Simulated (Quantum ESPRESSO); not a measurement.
# KMgH3 (Pm-3m): zone-centre phonons, part 2 of 3

Aim: the zone-centre modes of KMgH3 (Pm-3m).

Quantum ESPRESSO 7.5; DFT LDA, scalar-relativistic, plane waves, PseudoDojo norm-conserving pseudopotentials.

So far. Step 2 (A probe with smearing): A gap of 2.0 eV opens on this mesh, so the crystal is taken as an insulator; the start stands at -2.9 GPa. Step 4 (Ground state): The cell stands at 0.001 GPa, close enough for phonons. The relaxed cell has a = 3.914 Å (conventional setting).

**5. Linear response at Γ**

At q = 0 one unit cell holds all displacements; symmetry groups them into irreducible representations that are solved one by one. The response to a field gives ε∞ and the Born charges, which polar modes need.

Input file ph.in:

```
phonons
&INPUTPH
  prefix = 'x'
  outdir = './tmp'
  fildyn = 'g.dyn'
  tr2_ph = 1.0d-18
  epsil  = .true.
/
0.000000000000 0.000000000000 0.000000000000
```

Command:

```console
> OMP_NUM_THREADS=1 mpirun -n 4 ph.x -nk 4 -in ph.in > ph.out
```

The program printed:

```text
[banners, grids, parts of the stress and lines that vanish by symmetry left out]
[banner, memory and clock lines left out]
Program PHONON v.7.5

     ./tmp/x.save/

     IMPORTANT: XC functional enforced from input :
     Exchange-correlation= PW
                           (   1   4   0   0   0   0   0)
     Any further DFT definition will be discarded
     Please, verify this is what you really want

     G-vector sticks info

     Reading collected, re-writing distributed wavefunctions in ./tmp/

     Number and degeneracy of irreps per q-point
       N         xq(1)         xq(2)         xq(3)   N irreps
       1   0.000000000   0.000000000   0.000000000       5
        3   3   3   3   3

     Calculation of q =    0.0000000   0.0000000   0.0000000

     phonons

     bravais-lattice index     =            0
     lattice parameter (alat)  =       7.3962  a.u.
     unit-cell volume          =     404.6004 (a.u.)^3
     number of atoms/cell      =            5
     number of atomic types    =            3
     kinetic-energy cut-off    =      92.0000  Ry
     charge density cut-off    =     368.0000  Ry
     convergence threshold     =      1.0E-18
     beta                      =       0.7000
     number of iterations used =            4
     Exchange-correlation= PW
                           (   1   4   0   0   0   0   0)

     celldm(1)=    7.39620  celldm(2)=    0.00000  celldm(3)=    0.00000
     celldm(4)=    0.00000  celldm(5)=    0.00000  celldm(6)=    0.00000

     crystal axes: (cart. coord. in units of alat)
               a(1) = (  1.0000  0.0000  0.0000 )
               a(2) = (  0.0000  1.0000  0.0000 )
               a(3) = (  0.0000  0.0000  1.0000 )

     reciprocal axes: (cart. coord. in units 2 pi/alat)
               b(1) = (  1.0000  0.0000  0.0000 )
               b(2) = (  0.0000  1.0000  0.0000 )
               b(3) = (  0.0000  0.0000  1.0000 )

     Atoms inside the unit cell:

     Cartesian axes

     site n.  atom      mass           positions (alat units)
        1  K      39.0983   tau(    1) = (    0.00000    0.00000    0.00000  )
        2  Mg     24.3050   tau(    2) = (    0.50000    0.50000    0.50000  )
        3  H       1.0080   tau(    3) = (    0.00000    0.50000    0.50000  )
        4  H       1.0080   tau(    4) = (    0.50000    0.00000    0.50000  )
        5  H       1.0080   tau(    5) = (    0.50000    0.50000    0.00000  )

     Computing dynamical matrix for
                    q = (   0.0000000   0.0000000   0.0000000 )

     49 Sym.Ops. (with q -> -q+G )

     G cutoff =  509.9242  (  48297 G-vectors)     FFT grid: ( 45, 45, 45)
     number of k points=    35
                       cart. coord. in units 2pi/alat
        k(    1) = (   0.0000000   0.0000000   0.0000000), wk =   0.0039062
        k(    2) = (   0.0000000   0.0000000   0.1250000), wk =   0.0234375
        k(    3) = (   0.0000000   0.0000000   0.2500000), wk =   0.0234375
        [... further k-points left out ...]

     PseudoPot. # 1 for K  read from file:
     ./pseudo/K.upf
     Pseudo is Norm-conserving + core correction, Zval =  9.0

     PseudoPot. # 2 for Mg read from file:
     ./pseudo/Mg.upf
     Pseudo is Norm-conserving, Zval = 10.0

     PseudoPot. # 3 for H  read from file:
     ./pseudo/H.upf
     Pseudo is Norm-conserving, Zval =  1.0

     Mode symmetry, O_h (m-3m)  point group:

     Electric field:
     Dielectric constant
     Born effective charges as d Force / d E

     Atomic displacements:
     There are    5 irreducible representations

     Representation     1      3 modes -  To be done

     Representation     2      3 modes -  To be done

     Representation     3      3 modes -  To be done

     Representation     4      3 modes -  To be done

     Representation     5      3 modes -  To be done

     Alpha used in Ewald sum =   2.8000

     Electric Fields Calculation

      iter #   1   av.it.:   7.0
      thresh= 1.000E-02 alpha_mix =  0.700 |ddv_scf|^2 =  1.532E-08

      [... iterations left out ...]
      iter #   8   av.it.:  13.2
      thresh= 7.877E-10 alpha_mix =  0.700 |ddv_scf|^2 =  2.879E-19

     End of electric fields calculation

          Dielectric constant in cartesian axis

          (       3.810404716       0.000000000       0.000000000 )
          (       0.000000000       3.810404716       0.000000000 )
          (       0.000000000       0.000000000       3.810404716 )

          Effective charges (d Force / dE) in cartesian axis without acoustic sum rule applied (asr)

           atom    1  K     Mean Z*:        0.94905
      Ex  (        0.94905        0.00000        0.00000 )
      Ey  (        0.00000        0.94905        0.00000 )
      Ez  (        0.00000        0.00000        0.94905 )
           atom    2  Mg    Mean Z*:        1.84154
      Ex  (        1.84154        0.00000        0.00000 )
      Ey  (        0.00000        1.84154        0.00000 )
      Ez  (        0.00000        0.00000        1.84154 )
           atom    3  H     Mean Z*:       -0.93023
      Ex  (       -1.18619        0.00000        0.00000 )
      Ey  (        0.00000       -0.80225        0.00000 )
      Ez  (        0.00000        0.00000       -0.80225 )
           atom    4  H     Mean Z*:       -0.93023
      Ex  (       -0.80225        0.00000        0.00000 )
      Ey  (        0.00000       -1.18619        0.00000 )
      Ez  (        0.00000        0.00000       -0.80225 )
           atom    5  H     Mean Z*:       -0.93023
      Ex  (       -0.80225        0.00000        0.00000 )
      Ey  (        0.00000       -0.80225        0.00000 )
      Ez  (        0.00000        0.00000       -1.18619 )

          Effective charges Sum: Mean:       -0.00010
             -0.00010        0.00000        0.00000
              0.00000       -0.00010        0.00000
              0.00000        0.00000       -0.00010

          Effective charges (d Force / dE) in cartesian axis with asr applied:
           atom    1  K     Mean Z*:        0.94907
      E*x (        0.94907        0.00000        0.00000 )
      E*y (        0.00000        0.94907        0.00000 )
      E*z (        0.00000        0.00000        0.94907 )
           atom    2  Mg    Mean Z*:        1.84156
      E*x (        1.84156        0.00000        0.00000 )
      E*y (        0.00000        1.84156        0.00000 )
      E*z (        0.00000        0.00000        1.84156 )
           atom    3  H     Mean Z*:       -0.93021
      E*x (       -1.18617        0.00000        0.00000 )
      E*y (        0.00000       -0.80223        0.00000 )
      E*z (        0.00000        0.00000       -0.80223 )
           atom    4  H     Mean Z*:       -0.93021
      E*x (       -0.80223        0.00000        0.00000 )
      E*y (        0.00000       -1.18617        0.00000 )
      E*z (        0.00000        0.00000       -0.80223 )
           atom    5  H     Mean Z*:       -0.93021
      E*x (       -0.80223        0.00000        0.00000 )
      E*y (        0.00000       -0.80223        0.00000 )
      E*z (        0.00000        0.00000       -1.18617 )

     Representation #   1 modes #   1   2   3

     Self-consistent Calculation

      iter #   1   av.it.:   3.8
      thresh= 1.000E-02 alpha_mix =  0.700 |ddv_scf|^2 =  7.722E-09

      [... iterations left out ...]
      iter #   8   av.it.:  13.3
      thresh= 1.483E-10 alpha_mix =  0.700 |ddv_scf|^2 =  1.401E-20

     End of self-consistent calculation

     Convergence has been achieved

     Representation #   2 modes #   4   5   6

     Self-consistent Calculation

      iter #   1   av.it.:   7.5
      thresh= 1.000E-02 alpha_mix =  0.700 |ddv_scf|^2 =  1.417E-06

      [... iterations left out ...]
      iter #   8   av.it.:  13.4
      thresh= 1.838E-09 alpha_mix =  0.700 |ddv_scf|^2 =  6.420E-19

     End of self-consistent calculation

     Convergence has been achieved

     Representation #   3 modes #   7   8   9

     Self-consistent Calculation

      iter #   1   av.it.:   6.9
      thresh= 1.000E-02 alpha_mix =  0.700 |ddv_scf|^2 =  6.040E-07

      [... iterations left out ...]
      iter #   8   av.it.:  13.1
      thresh= 4.482E-10 alpha_mix =  0.700 |ddv_scf|^2 =  2.961E-20

     End of self-consistent calculation

     Convergence has been achieved

     Representation #   4 modes #  10  11  12

     Self-consistent Calculation

      iter #   1   av.it.:   3.9
      thresh= 1.000E-02 alpha_mix =  0.700 |ddv_scf|^2 =  9.511E-09

      [... iterations left out ...]
      iter #   7   av.it.:  13.6
      thresh= 2.115E-10 alpha_mix =  0.700 |ddv_scf|^2 =  2.759E-19

     End of self-consistent calculation

     Convergence has been achieved

     Representation #   5 modes #  13  14  15

     Self-consistent Calculation

      iter #   1   av.it.:   3.0
      thresh= 1.000E-02 alpha_mix =  0.700 |ddv_scf|^2 =  1.442E-09

      [... iterations left out ...]
      iter #   6   av.it.:  13.1
      thresh= 1.940E-10 alpha_mix =  0.700 |ddv_scf|^2 =  1.509E-20

     End of self-consistent calculation

     Convergence has been achieved

     Number of q in the star =    1
     List of q in the star:
          1   0.000000000   0.000000000   0.000000000

          Dielectric constant in cartesian axis

          (       3.810404716       0.000000000       0.000000000 )
          (       0.000000000       3.810404716       0.000000000 )
          (       0.000000000       0.000000000       3.810404716 )

          Effective charges (d Force / dE) in cartesian axis without acoustic sum rule applied (asr)

           atom    1  K     Mean Z*:        0.94905
      Ex  (        0.94905        0.00000        0.00000 )
      Ey  (        0.00000        0.94905        0.00000 )
      Ez  (        0.00000        0.00000        0.94905 )
           atom    2  Mg    Mean Z*:        1.84154
      Ex  (        1.84154        0.00000        0.00000 )
      Ey  (        0.00000        1.84154        0.00000 )
      Ez  (        0.00000        0.00000        1.84154 )
           atom    3  H     Mean Z*:       -0.93023
      Ex  (       -1.18619        0.00000        0.00000 )
      Ey  (        0.00000       -0.80225        0.00000 )
      Ez  (        0.00000        0.00000       -0.80225 )
           atom    4  H     Mean Z*:       -0.93023
      Ex  (       -0.80225        0.00000        0.00000 )
      Ey  (        0.00000       -1.18619        0.00000 )
      Ez  (        0.00000        0.00000       -0.80225 )
           atom    5  H     Mean Z*:       -0.93023
      Ex  (       -0.80225        0.00000        0.00000 )
      Ey  (        0.00000       -0.80225        0.00000 )
      Ez  (        0.00000        0.00000       -1.18619 )

          Effective charges Sum: Mean:       -0.00010
             -0.00010        0.00000        0.00000
              0.00000       -0.00010        0.00000
              0.00000        0.00000       -0.00010

          Effective charges (d Force / dE) in cartesian axis with asr applied:
           atom    1  K     Mean Z*:        0.94907
      E*x (        0.94907        0.00000        0.00000 )
      E*y (        0.00000        0.94907        0.00000 )
      E*z (        0.00000        0.00000        0.94907 )
           atom    2  Mg    Mean Z*:        1.84156
      E*x (        1.84156        0.00000        0.00000 )
      E*y (        0.00000        1.84156        0.00000 )
      E*z (        0.00000        0.00000        1.84156 )
           atom    3  H     Mean Z*:       -0.93021
      E*x (       -1.18617        0.00000        0.00000 )
      E*y (        0.00000       -0.80223        0.00000 )
      E*z (        0.00000        0.00000       -0.80223 )
           atom    4  H     Mean Z*:       -0.93021
      E*x (       -0.80223        0.00000        0.00000 )
      E*y (        0.00000       -1.18617        0.00000 )
      E*z (        0.00000        0.00000       -0.80223 )
           atom    5  H     Mean Z*:       -0.93021
      E*x (       -0.80223        0.00000        0.00000 )
      E*y (        0.00000       -0.80223        0.00000 )
      E*z (        0.00000        0.00000       -1.18617 )

     Diagonalizing the dynamical matrix

     q = (    0.000000000   0.000000000   0.000000000 )

 **************************************************************************
     freq (    1) =      -0.327803 [THz] =     -10.934316 [cm-1]
     freq (    2) =      -0.327803 [THz] =     -10.934316 [cm-1]
     freq (    3) =      -0.327803 [THz] =     -10.934316 [cm-1]
     freq (    4) =       5.869564 [THz] =     195.787568 [cm-1]
     freq (    5) =       5.869564 [THz] =     195.787568 [cm-1]
     freq (    6) =       5.869564 [THz] =     195.787568 [cm-1]
     freq (    7) =      17.838807 [THz] =     595.038537 [cm-1]
     freq (    8) =      17.838807 [THz] =     595.038537 [cm-1]
     freq (    9) =      17.838807 [THz] =     595.038537 [cm-1]
     freq (   10) =      19.113329 [THz] =     637.552027 [cm-1]
     freq (   11) =      19.113329 [THz] =     637.552027 [cm-1]
     freq (   12) =      19.113329 [THz] =     637.552027 [cm-1]
     freq (   13) =      38.110693 [THz] =    1271.235898 [cm-1]
     freq (   14) =      38.110693 [THz] =    1271.235898 [cm-1]
     freq (   15) =      38.110693 [THz] =    1271.235898 [cm-1]
 **************************************************************************

     Mode symmetry, O_h (m-3m)  point group:

     freq (   1-   3) =        -10.9  [cm-1]   --> T_1u G_15  G_4- I
     freq (   4-   6) =        195.8  [cm-1]   --> T_1u G_15  G_4- I
     freq (   7-   9) =        595.0  [cm-1]   --> T_1u G_15  G_4- I
     freq (  10-  12) =        637.6  [cm-1]   --> T_2u G_25  G_5-
     freq (  13-  15) =       1271.2  [cm-1]   --> T_1u G_15  G_4- I
```

Wall time 8.8 min (4 MPI ranks of Intel Xeon at 2.70GHz, shared host).

Numbers from this step:

```
miss of the charge sum rule                                       : 1.00e-4 e
largest acoustic frequency at the zone centre before the sum rule : -10.93 cm⁻¹
highest optical zone-centre mode (no LO-TO term)                  : 1271 cm⁻¹
lowest optical zone-centre mode                                   : 195.8 cm⁻¹
mean high-frequency dielectric constant                           : 3.810
largest Born charge in size (third of the trace)                  : 1.841 e
```

Born charge (rows field, columns displacement), before the sum rule (e), principal values of the symmetric part by kind of site:

```
atom  atoms with these values    low  middle   high   mean
  K1                        1   0.95    0.95   0.95   0.95
 Mg2                        1   1.84    1.84   1.84   1.84
  H3                        3  -1.19   -0.80  -0.80  -0.93
```

In full for K1:

```
0.95 0.00 0.00
0.00 0.95 0.00
0.00 0.00 0.95
```

High-frequency dielectric tensor:

```
3.81 0.00 0.00
0.00 3.81 0.00
0.00 0.00 3.81
```

The acoustic modes at Γ come out as far as 10.9 cm⁻¹ from zero, where they should vanish, a sizeable error of basis and grid; the Born charges miss their sum rule by 1.0e-4 e, which is good.

**6. Zone-centre analysis**

A rigid shift of the crystal must cost nothing, but grids and finite bases break this; the acoustic sum rule is imposed before the matrix is diagonalised again. With Born charges the intensities follow, and the static dielectric tensor.

Input file dynmat.in:

```
&INPUT
  fildyn = 'g.dyn'
  asr    = 'simple'
  fileig = 'dynmat.eig'
  lperm  = .true.
/
```

Command:

```console
> dynmat.x -in dynmat.in > dynmat.out
```

The program printed:

```text
[banner, memory and clock lines left out]
Program DYNMAT v.7.5

     Reading Dynamical Matrix from file g.dyn
     ...Force constants read
     ...epsilon and Z* read
     A direction for q was not specified:TO-LO splitting will be absent

     Polarizability (A^3 units)
     multiply by 0.516315 for Clausius-Mossotti correction
        13.408761    0.000000    0.000000
         0.000000   13.408761    0.000000
         0.000000    0.000000   13.408761

     IR activities are in (D/A)^2/amu units

# mode   [cm-1]    [THz]      IR
    1     -0.00   -0.0000    0.0000
    2     -0.00   -0.0000    0.0000
    3      0.00    0.0000    0.0000
    4    196.27    5.8839    0.1401
    5    196.27    5.8839    0.1401
    6    196.27    5.8839    0.1401
    7    595.06   17.8394   46.1165
    8    595.06   17.8394   46.1165
    9    595.06   17.8394   46.1165
   10    637.56   19.1137    0.0000
   11    637.56   19.1137    0.0000
   12    637.56   19.1137    0.0000
   13   1271.17   38.1086   19.1576
   14   1271.17   38.1086   19.1576
   15   1271.17   38.1086   19.1576

Electronic dielectric permittivity tensor (relative, adimensional)
         3.810405    0.000000    0.000000
         0.000000    3.810405    0.000000
         0.000000    0.000000    3.810405

 ... with zone-center polar mode contributions
         8.994503   -0.000000   -0.000000
        -0.000000    8.994503   -0.000000
        -0.000000   -0.000000    8.994503

[end of the log left out, with the tail of the file of modes that dynmat.x writes under the same name]
```

Wall time 0.73 s (1 thread).

Read from the output:

| Item | Value |
| --- | --- |
| lowest optical zone-centre mode | 196.3 cm⁻¹ |
| mean static dielectric constant | 8.995 |

[end of part 2 of 3]

[Host names and launcher messages were left out of these logs when they were recorded.]

[Logs are printed without paths, hosts, clocks, repeated set-up lines and the standing remarks that a program may print on its own settings, such as how far it seeks lower states.]

[Hosts, paths, dates, database ids (printed as entryN), source tags and the programs' standing remarks are cut or masked in the printed files.]
